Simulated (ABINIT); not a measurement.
# Beyond one shot: SiC (P6_3mc)

Wanted: G0W0 and self-consistent gaps of SiC (P6_3mc), with the cost of the cycles.

Program: ABINIT 10.8.3. Level of theory: PBE and many-body steps on it, plane waves. Results are calculated unless marked as measured.

**The experiments to reproduce.**

- Gap 3.33 eV: band gap at cryogenic temperature; bulk crystal (literature value) (quoted in “Silicon carbide diodes for neutron detection”, 2020, arxiv:2009.14696).

## (1) Set-up

Symmetry: P6_3mc, No. 186, hexagonal system. Conventional cell: a = 3.074 Å, b = 3.074 Å, c = 5.045 Å, α = 90.00°, β = 90.00°, γ = 120.00°. Nearest to Si lie 4 C at 1.88 to 1.90 Å. Nearest to C lie 4 Si at 1.88 to 1.90 Å. Farther neighbours are not listed.

Coordinates:

```cif
data_structure
_symmetry_space_group_name_H-M 'P6_3mc'
_symmetry_Int_Tables_number 186
_cell_length_a 3.0735
_cell_length_b 3.0735
_cell_length_c 5.0452
_cell_angle_alpha 90.000
_cell_angle_beta 90.000
_cell_angle_gamma 120.000
_cell_volume 41.27
loop_
_atom_site_label
_atom_site_type_symbol
_atom_site_symmetry_multiplicity
_atom_site_Wyckoff_symbol
_atom_site_fract_x
_atom_site_fract_y
_atom_site_fract_z
_atom_site_occupancy
Si1 Si 2 b 0.33333 0.66667 0.49960 1
C1 C 2 b 0.33333 0.66667 0.87540 1
```

The cell and positions are those that the Materials Project relaxed with its own functionals (PBE, PBE+U or r2SCAN), kept fixed.

## (2) Empty states on the mesh, 3×3×4 mesh, 83 bands

This step: ABINIT 10.8.3; DFT, PBE, plane waves, norm-conserving pseudopotentials.

The sums over transitions need many empty states on a uniform mesh; this step solves for them.

The input, run.abi:

```
acell 3*1.0 Angstrom
rprim 
  3.073513928196 0.000000000001 0.000000000000
  -1.536756964099 2.661741140703 0.000000000000
  0.000000000000 0.000000000000 5.045247710000
ntypat 2
znucl 14 6
natom 4
typat 1 1 2 2
xred 
  0.333333333333 0.666666666667 0.499602400000
  0.666666666667 0.333333333333 0.999602400000
  0.333333333333 0.666666666667 0.875397600000
  0.666666666667 0.333333333333 0.375397600000
pp_dirpath "pseudos"
pseudos "Si.upf, C.upf"
ecut 37
ngkpt 3 3 4
nshiftk 1
shiftk 0 0 0
kptopt 1
chksymbreak 0
irdden 1
istwfk *1
nband 83
prtvol 0
optdriver 6
gwr_task "HDIAGO"
paral_kgb 0
occopt 1
indata_prefix "in"
outdata_prefix "out"
tmpdata_prefix "tmp"
```

Launch:

```bash
OMP_NUM_THREADS=1 mpirun -n 4 abinit run.abi > log
```

Log:

```text
.Version 10.8.3 of ABINIT. v10.8.2 released Aug 2026.

 Symmetries : space group P6_3 m c (#186); Bravais hP (primitive hexag.)
[... echo of the input left out ...]
== DATASET  1 ==================================================================
-   mpi_nproc: 4, omp_nthreads: 1 (-1 if OMP is not activated)

--- !DatasetInfo
iteration_state: {dtset: 1, }
dimensions: {natom: 4, nkpt: 9, mband: 83, nsppol: 1, nspinor: 1, nspden: 1, mpw: 3015, }
cutoff_energies: {ecut:  37.0, pawecutdg:  -1.0, }
[...]
Indirect band gap semiconductor
 Fundamental gap:     2.275 (eV)
   VBM:     7.012 (eV) at k: [ 0.0000E+00,  0.0000E+00,  0.0000E+00]
   CBM:     9.287 (eV) at k: [ 3.3333E-01,  3.3333E-01,  0.0000E+00]
 Direct gap:         4.293 (eV) at k: [ 3.3333E-01,  0.0000E+00,  0.0000E+00]

== END DATASET(S) ==============================================================
================================================================================

 -outvars: echo values of variables after computation  --------
           etotal      0.0000000000E+00
            nband          83
             nkpt           9
          spgroup         186
 [... the other variables as echoed above ...]

 Calculation completed.
```

It took 58 s on 4 MPI ranks of Arm Neoverse V1, shared host; peak memory 2.1 GiB; 3.9 min of CPU time.

Numbers from this step:

```
gap                                                           : 2.275 eV
k of the valence top                                          : 0, 0, 0
k of the conduction bottom                                    : 0.3333, 0.3333, 0
least direct gap                                              : 4.293 eV
k points computed                                             : 9
lowest point of the top converged band, above the valence top : 66.8144 eV
```

On this mesh the gap is 2.275 eV.

The density comes from a self-consistent run that is not shown.

## (3) Screening, 3×3×4 mesh, 75 bands, screening to 136.1 eV

The RPA dielectric matrix is built and inverted for each q.

This step: RPA screening on PBE, plane waves, norm-conserving pseudopotentials.

run.abi, as its differences from that of step 2:

```diff
@@ -22,10 +22,11 @@
 chksymbreak 0
-irdden 1
 istwfk *1
-nband 83
-prtvol 0
-optdriver 6
-gwr_task "HDIAGO"
-paral_kgb 0
 occopt 1
+irdwfk 1
+optdriver 3
+nband 75
+ecuteps 5
+inclvkb 2
+awtr 1
+symchi 1
 indata_prefix "in"
```

Log:

```text
.Version 10.8.3 of ABINIT. v10.8.2 released Aug 2026.

 Symmetries : space group P6_3 m c (#186); Bravais hP (primitive hexag.)
[... echo of the input left out ...]
== DATASET  1 ==================================================================
-   mpi_nproc: 4, omp_nthreads: 1 (-1 if OMP is not activated)

--- !DatasetInfo
iteration_state: {dtset: 1, }
dimensions: {natom: 4, nkpt: 9, mband: 75, nsppol: 1, nspinor: 1, nspden: 1, mpw: 3015, }
cutoff_energies: {ecut:  37.0, pawecutdg:  -1.0, }
electrons: {nelect:   1.60000000E+01, charge:   0.00000000E+00, occopt:   1.00000000E+00, tsmear:   1.00000000E-02, }

 SCREENING: Calculation of the susceptibility and dielectric matrices

 Based on a program developped by R.W. Godby, V. Olevano, G. Onida, and L. Reining.
 Incorporated in ABINIT by V. Olevano, G.-M. Rignanese, and M. Torrent.
.Using double precision arithmetic ; gwpc =  8

[... cell and pseudopotentials left out ...]
--------------------------------------------------------------------------------

 ==== K-mesh for the wavefunctions ====
 Number of points in the irreducible wedge :     9
[... list of points left out ...]
 Together with 12 symmetry operations and time-reversal symmetry
 yields    36 points in the full Brillouin Zone.

 ==== Q-mesh for the screening function ====
 Number of points in the irreducible wedge :     9
[... list of points left out ...]
 Together with 12 symmetry operations and time-reversal symmetry
 yields    36 points in the full Brillouin Zone.

 setmesh: FFT mesh size selected  =    20x   20x   36
          total number of points  =        14400

 vcoul_init : cutoff-mode = AUXILIARY_FUNCTION
 q-points for optical limit:   1
     1)      0.000010    0.000020    0.000030

- screening: taking advantage of time-reversal symmetry
- Maximum band index for partially occupied states nbvw = 8
- Remaining bands to be divided among processors   nbcw = 67
- Number of bands treated by each node ~16

 Number of electrons calculated from density =   16.0000; Expected =   16.0000
 average of density, n =  0.057443
 r_s =    1.6078
 omega_plasma =   23.1193 [eV]

 calculating chi0 at frequencies [eV] :
  1    0.000000E+00    0.000000E+00
  2    0.000000E+00    2.311935E+01

--------------------------------------------------------------------------------
  q-point number  1        q = ( 0.000000, 0.000000, 0.000000) [r.l.u.]
--------------------------------------------------------------------------------
[... chi0 elements left out ...]
 For q-point:  0.000010 0.000020 0.000030
  dielectric constant =   9.0102
  dielectric constant without local fields =   9.8511

  Average fulfillment of the sum rule on Im[epsilon] for q-point    1 :     77.45  [%]
[... wings left out ...]
  q-point number  2        q = ( 0.333333, 0.000000, 0.000000) [r.l.u.]
--------------------------------------------------------------------------------
[... chi0 elements left out ...]
  Average fulfillment of the sum rule on Im[epsilon] for q-point    2 :     82.40  [%]

 [... 7 further q-points ...]
```

Run time: 9.1 s. Hardware: 4 MPI ranks; peak memory 0.51 GiB.

Numbers from this step:

* ε∞ with local fields, on this mesh, along the program's q direction: 9.010
* the same without local fields: 9.851
* plasma frequency: 23.12 eV
* plane waves in the screening matrix: 135

Local fields lower ε∞ by 9 %. On a Γ-centred mesh this coarse the value itself is usually too large, while a short band sum pulls it down.

## (4) G0W0

The self-energy is evaluated for the states that the input lists, and the levels follow from it, in one-shot runs by the linearised quasiparticle equation.

This step: G0W0 on PBE, plane waves, norm-conserving pseudopotentials.

run.abi, as its differences from that of step 3:

```diff
@@ -25,8 +25,19 @@
 irdwfk 1
-optdriver 3
+optdriver 4
 nband 75
+gwcalctyp 0
+ecutsigx 37
+symsigma 1
+nkptgw 3
+kptgw 
+  0.0000000000 0.0000000000 0.0000000000
+  0.3333333333 0.3333333333 0.0000000000
+  0.3333333333 0.0000000000 0.0000000000
+bdgw 
+  7 10
+  6 10
+  7 10
 ecuteps 5
-inclvkb 2
-awtr 1
-symchi 1
+irdscr 1
+ppmodel 1
 indata_prefix "in"
```

Log:

```text
.Version 10.8.3 of ABINIT. v10.8.2 released Aug 2026.

 Symmetries : space group P6_3 m c (#186); Bravais hP (primitive hexag.)
[... echo of the input left out ...]
== DATASET  1 ==================================================================
-   mpi_nproc: 4, omp_nthreads: 1 (-1 if OMP is not activated)

--- !DatasetInfo
iteration_state: {dtset: 1, }
dimensions: {natom: 4, nkpt: 9, mband: 75, nsppol: 1, nspinor: 1, nspden: 1, mpw: 3015, }
cutoff_energies: {ecut:  37.0, pawecutdg:  -1.0, }
electrons: {nelect:   1.60000000E+01, charge:   0.00000000E+00, occopt:   1.00000000E+00, tsmear:   1.00000000E-02, }

 SIGMA: Calculation of the GW corrections

 Based on a program developped by R.W. Godby, V. Olevano, G. Onida, and L. Reining.
 Incorporated in ABINIT by V. Olevano, G.-M. Rignanese, and M. Torrent.
.Using double precision arithmetic ; gwpc =  8

[... cell and pseudopotentials left out ...]
--------------------------------------------------------------------------------

 ==== K-mesh for the wavefunctions ====
 Number of points in the irreducible wedge :     9
[... list of points left out ...]
 Together with 12 symmetry operations and time-reversal symmetry
 yields    36 points in the full Brillouin Zone.

 ==== Q-mesh for screening function ====
 Number of points in the irreducible wedge :     9
[... list of points left out ...]
 Together with 12 symmetry operations and time-reversal symmetry
 yields    36 points in the full Brillouin Zone.

 vcoul_init : cutoff-mode = AUXILIARY_FUNCTION
 q-points for optical limit:   1
     1)      0.000010    0.000020    0.000030
 setmesh: FFT mesh size selected  =    27x   27x   54
          total number of points  =        39366

 Number of electrons calculated from density =   16.0000; Expected =   16.0000
 average of density, n =  0.057443
 r_s =    1.6078
 omega_plasma =   23.1193 [eV]

 === KS Band Gaps ===
  >>>> For spin  1
   Minimum direct gap =   4.2934 [eV], located at k-point      :   0.3333  0.0000  0.0000
   Fundamental gap    =   2.2753 [eV], Top of valence bands at :   0.0000  0.0000  0.0000
                                       Bottom of conduction at :   0.3333  0.3333  0.0000
 SIGMA fundamental parameters:
 PLASMON POLE MODEL  1
 number of plane-waves for SigmaX                 2973
 number of plane-waves for SigmaC and W            135
 number of plane-waves for wavefunctions          2973
 number of bands                                    75
 number of independent spin polarizations            1
 number of spinorial components                      1
 number of k-points in IBZ                           9
 number of q-points in IBZ                           9
 number of symmetry operations                      12
 number of k-points in BZ                           36
 number of q-points in BZ                           36
 number of frequencies for dSigma/dE                 9
 frequency step for dSigma/dE [eV]                0.25
 number of omega for Sigma on real axis              0
 max omega for Sigma on real axis  [eV]           0.00
 zcut for avoiding poles [eV]                     0.10

 EPSILON^-1 parameters (SCR file):
 dimension of the eps^-1 matrix on file            135
 dimension of the eps^-1 matrix used               135
 number of plane-waves for wavefunctions          2973
 number of bands                                    75
 number of q-points in IBZ                           9
 number of frequencies                               2
 number of real frequencies                          1
 number of imag frequencies                          1

 matrix elements of self-energy operator (all in [eV])

 Perturbative Calculation

--- !SelfEnergy_ee
iteration_state: {dtset: 1, }
kpoint     : [   0.000,    0.000,    0.000, ]
spin       : 1
KS_gap     :    4.820
QP_gap     :    5.660
Delta_QP_KS:    0.839
data: !SigmaeeData |
     Band     E0 <VxcDFT>   SigX SigC(E0)      Z dSigC/dE  Sig(E)    E-E0       E
        7   7.012 -15.076 -17.442   2.390   0.801  -0.248 -15.057   0.019   7.031
        8   7.012 -15.076 -17.442   2.390   0.801  -0.248 -15.057   0.019   7.031
        9  11.832 -12.110  -6.569  -4.484   0.813  -0.230 -11.251   0.859  12.691
       10  13.231 -12.774  -7.237  -4.536   0.804  -0.243 -11.969   0.806  14.037

--- !SelfEnergy_ee
iteration_state: {dtset: 1, }
kpoint     : [   0.333,    0.333,    0.000, ]
spin       : 1
KS_gap     :    6.117
QP_gap     :    7.042
Delta_QP_KS:    0.926
data: !SigmaeeData |
     Band     E0 <VxcDFT>   SigX SigC(E0)      Z dSigC/dE  Sig(E)    E-E0       E
        6   2.959 -13.062 -16.499   2.959   0.792  -0.263 -13.441  -0.379   2.580
        7   2.959 -13.062 -16.499   2.959   0.792  -0.263 -13.441  -0.379   2.580
[...]
--- !SelfEnergy_ee
iteration_state: {dtset: 1, }
kpoint     : [   0.333,    0.000,    0.000, ]
spin       : 1
KS_gap     :    4.293
QP_gap     :    5.095
Delta_QP_KS:    0.802
data: !SigmaeeData |
     Band     E0 <VxcDFT>   SigX SigC(E0)      Z dSigC/dE  Sig(E)    E-E0       E
[...]
8   6.099 -14.667 -17.327   2.512   0.800  -0.250 -14.786  -0.119   5.980
        9  10.392 -10.653  -5.662  -4.164   0.825  -0.212  -9.970   0.683  11.075
       10  11.919 -11.316  -6.145  -4.183   0.818  -0.222 -10.508   0.808  12.727

== END DATASET(S) ==============================================================
================================================================================

 -outvars: echo values of variables after computation  --------
           etotal      0.0000000000E+00
            nband          75
             nkpt           9
          spgroup         186
 [... the other variables as echoed above ...]

 Calculation completed.
```

It took 5.8 s on 4 MPI ranks; peak memory 0.46 GiB; 23 s of CPU time.

Numbers from this step:

```
G0W0 gap on the points computed              : 2.791 eV
starting gap on the mesh                     : 2.275 eV
k of the valence top                         : 0, 0, 0
k of the conduction bottom                   : 0.3333, 0.3333, 0
Z at the valence top                         : 0.801
Z at the conduction bottom                   : 0.834
least direct G0W0 gap on the computed points : 5.095 eV
```

The gap on the mesh goes from 2.28 eV to 2.79 eV, a correction of +0.52 eV.

## (5) QSGW, cycle 1

This step: QSGW on PBE, plane waves, norm-conserving pseudopotentials.

run.abi, as its differences from that of step 4:

```diff
@@ -27,14 +27,26 @@
 nband 75
-gwcalctyp 0
+gwcalctyp 28
 ecutsigx 37
-symsigma 1
-nkptgw 3
+symsigma 0
+nkptgw 9
 kptgw 
   0.0000000000 0.0000000000 0.0000000000
+  0.3333333333 0.0000000000 0.0000000000
   0.3333333333 0.3333333333 0.0000000000
-  0.3333333333 0.0000000000 0.0000000000
+  0.0000000000 0.0000000000 0.2500000000
+  0.3333333333 0.0000000000 0.2500000000
+  0.3333333333 0.3333333333 0.2500000000
+  0.0000000000 0.0000000000 0.5000000000
+  0.3333333333 0.0000000000 0.5000000000
+  0.3333333333 0.3333333333 0.5000000000
 bdgw 
-  7 10
-  6 10
-  7 10
+  1 22
+  1 22
+  1 22
+  1 22
+  1 22
+  1 22
+  1 22
+  1 22
+  1 22
 ecuteps 5
@@ -42,2 +54,3 @@
 ppmodel 1
+rhoqpmix 0.3
 indata_prefix "in"
```

Log:

```text
.Version 10.8.3 of ABINIT. v10.8.2 released Aug 2026.

 Symmetries : space group P6_3 m c (#186); Bravais hP (primitive hexag.)
[... echo of the input left out ...]
== DATASET  1 ==================================================================
-   mpi_nproc: 4, omp_nthreads: 1 (-1 if OMP is not activated)

--- !DatasetInfo
iteration_state: {dtset: 1, }
dimensions: {natom: 4, nkpt: 9, mband: 75, nsppol: 1, nspinor: 1, nspden: 1, mpw: 3015, }
cutoff_energies: {ecut:  37.0, pawecutdg:  -1.0, }
electrons: {nelect:   1.60000000E+01, charge:   0.00000000E+00, occopt:   1.00000000E+00, tsmear:   1.00000000E-02, }

 SIGMA: Calculation of the GW corrections

 Based on a program developped by R.W. Godby, V. Olevano, G. Onida, and L. Reining.
 Incorporated in ABINIT by V. Olevano, G.-M. Rignanese, and M. Torrent.
.Using double precision arithmetic ; gwpc =  8

[... cell and pseudopotentials left out ...]
--------------------------------------------------------------------------------

 ==== K-mesh for the wavefunctions ====
 Number of points in the irreducible wedge :     9
[... list of points left out ...]
 Together with 12 symmetry operations and time-reversal symmetry
 yields    36 points in the full Brillouin Zone.

 ==== Q-mesh for screening function ====
 Number of points in the irreducible wedge :     9
[... list of points left out ...]
 Together with 12 symmetry operations and time-reversal symmetry
 yields    36 points in the full Brillouin Zone.

 vcoul_init : cutoff-mode = AUXILIARY_FUNCTION
 q-points for optical limit:   1
     1)      0.000010    0.000020    0.000030
 setmesh: FFT mesh size selected  =    27x   27x   54
          total number of points  =        39366

 Number of electrons calculated from density =   16.0000; Expected =   16.0000
[...]
QP_gap     :    7.120
Delta_QP_KS:    1.180
data: !SigmaeeData |
     Band     E_DFT   <VxcDFT>   E(N-1)  <Hhartree>   SigX  SigC[E(N-1)]    Z     dSigC/dE  Sig[E(N)]  DeltaE  E(N)_pert E(N)_diago
[...]
--- !SelfEnergy_ee
iteration_state: {dtset: 1, }
kpoint     : [   0.333,    0.333,    0.500, ]
spin       : 1
KS_gap     :    6.825
QP_gap     :    7.957
Delta_QP_KS:    1.132
data: !SigmaeeData |
     Band     E_DFT   <VxcDFT>   E(N-1)  <Hhartree>   SigX  SigC[E(N-1)]    Z     dSigC/dE  Sig[E(N)]  DeltaE  E(N)_pert E(N)_diago
[...]
21    28.440   -12.247    28.440    40.687    -3.739    -7.634     1.000     0.000   -11.373     0.874    29.314    29.337
       22    28.440   -12.247    28.440    40.687    -3.739    -7.635     1.000     0.000   -11.375     0.872    29.312    29.340

 New Fermi energy :        3.113756E-01 Ha ,    8.472962E+00 eV
 New Exchange energy :    -5.322067E+00 Ha ,   -1.448208E+02 eV

 === QP Band Gaps ===
  >>>> For spin  1
   Minimum direct gap =   5.2723 [eV], located at k-point      :   0.3333  0.0000  0.0000
   Fundamental gap    =   2.8807 [eV], Top of valence bands at :   0.0000  0.0000  0.0000
                                       Bottom of conduction at :   0.3333  0.3333  0.0000

 writing QP data on file : out_QPS

 Convergence of QP corrections
 >>>>> For spin  1 <<<<<
.  kptgw no:  1; Maximum DeltaE = (   1.542  -0.001) for band index: 16
.  kptgw no:  2; Maximum DeltaE = (   1.476  -0.000) for band index: 15
.  kptgw no:  3; Maximum DeltaE = (   1.702  -0.001) for band index: 14
[...]
.  kptgw no:  8; Maximum DeltaE = (   1.566  -0.003) for band index: 16
.  kptgw no:  9; Maximum DeltaE = (   1.571   0.001) for band index: 13

== END DATASET(S) ==============================================================
================================================================================

 -outvars: echo values of variables after computation  --------
           etotal      0.0000000000E+00
            nband          75
             nkpt           9
          spgroup         186
 [... the other variables as echoed above ...]

 Calculation completed.
```

Wall time 67 s (4 MPI ranks); peak memory 1 GiB; 4.5 min of CPU time.

Numbers from this step:

| Property | Result |
| --- | --- |
| quasiparticle gap on the mesh | 2.88 eV |
| gap of the density functional on the mesh | 2.275 eV |
| k of the valence top | 0, 0, 0 |
| k of the conduction bottom | 0.3333, 0.3333, 0 |
| Z at the valence top | 1 |
| Z at the conduction bottom | 1 |
| least direct quasiparticle gap on the computed points | 5.273 eV |

Against G0W0 in ABINIT (3×3×4 mesh, 75 bands, screening to 136.1 eV, Godby-Needs plasmon pole), the gap moves by +0.089 eV.

(Continued in part 2 of 3.)

[Paths, hosts, dates, memory and timing lines, banners, echoed tables and standing remarks are left out of the program output.]

[Logs are printed without paths, hosts, clocks, repeated set-up lines and the standing remarks that a program may print on its own settings, such as how far it seeks lower states.]

[Runs of the session that timed out or met a known fault of the program may be left out.]

[Hosts, paths, dates, database ids (printed as entryN), source tags and the programs' standing remarks are cut or masked in the printed files.]

[G0W0 gaps are taken among the corrected bands and points alone; a level outside them can change the order at an edge.]

[Where Ansatz stands beside ABINIT at settings called matched, ABINIT's density can come from a denser mesh and the files from another edition; pairs whose starting gaps differed by over 0.03 eV were left out, so agreement reads better than it is.]
